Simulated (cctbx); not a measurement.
# Which space group?

Cell: a = 6.6910 Å, b = 6.6924 Å, c = 6.8080 Å, α = 118.47°, β = 92.58°, γ = 117.93°. Expected content of the cell: Fe2 Cr4 S4 O4.

The data are simulated with cctbx, not measured: synchrotron X-rays, λ = 0.7749 Å, to d = 0.77 Å, 80 % of the full sphere, strongest reflection 20000 counts, noise from counting, a 1.5 % proportional error and a noise floor of 4 counts (s.d.); no absorption, some extinction.

Tests on the unmerged data give:

```text
1599 reflections to d = 0.771 A
centring   violations  <I/sigma> of those
    A        632 of   769     17.7
    B        700 of   803     20.7
    C        626 of   794     16.6
    I        663 of   784     18.3
    R        919 of  1071     19.7
    F        979 of  1183     18.4
Laue class    unique    Rint  (classes that these axes allow; Friedel mates merged)
P -1              971   0.018
space group    extra absences  I>4sigma  <I/sigma>
P 1                     0          0         -  acentric
P -1                    0          0         -  centric
Wilson B = 0.51 A^2   <|E^2-1|> = 1.002 (0.968 centric, 0.736 acentric)   E^2>4: 4.2 %
shell (A)         n   <I/sigma>
 5.62 - 1.53    131     28.0
 1.53 - 1.22    123     30.7
 1.22 - 1.07    112     24.6
 1.07 - 0.97    111     22.5
 0.97 - 0.90    132     21.7
 0.90 - 0.85    111     16.9
 0.85 - 0.81    134     19.0
 0.81 - 0.77    117     21.0
```

**Question.** What are the lattice type, the Laue class and the likely space group?

Every centring test has many violations, so the lattice is primitive.

Only P -1 fits these axes (Rint 0.018); a search for a hidden higher lattice was not made.

2 settings pass the absence test. No glide or screw absences show, which leaves P 1 and P -1.

⟨|E²−1|⟩ = 1.002 leans to a centrosymmetric structure. The Wilson B of 0.51 Å² means U ≈ 0.0065 Å².

The true group is P-1 (no. 2), Laue class -1, centrosymmetric. The tables only narrow the choice to the tied entries; cell content, site symmetry and trial solutions must settle it.

The model is made up (kin elements in a known structure type, no relaxation), so it says nothing on whether the phase exists.

[Logs are printed without paths, hosts, clocks, repeated set-up lines and the standing remarks that a program may print on its own settings, such as how far it seeks lower states.]
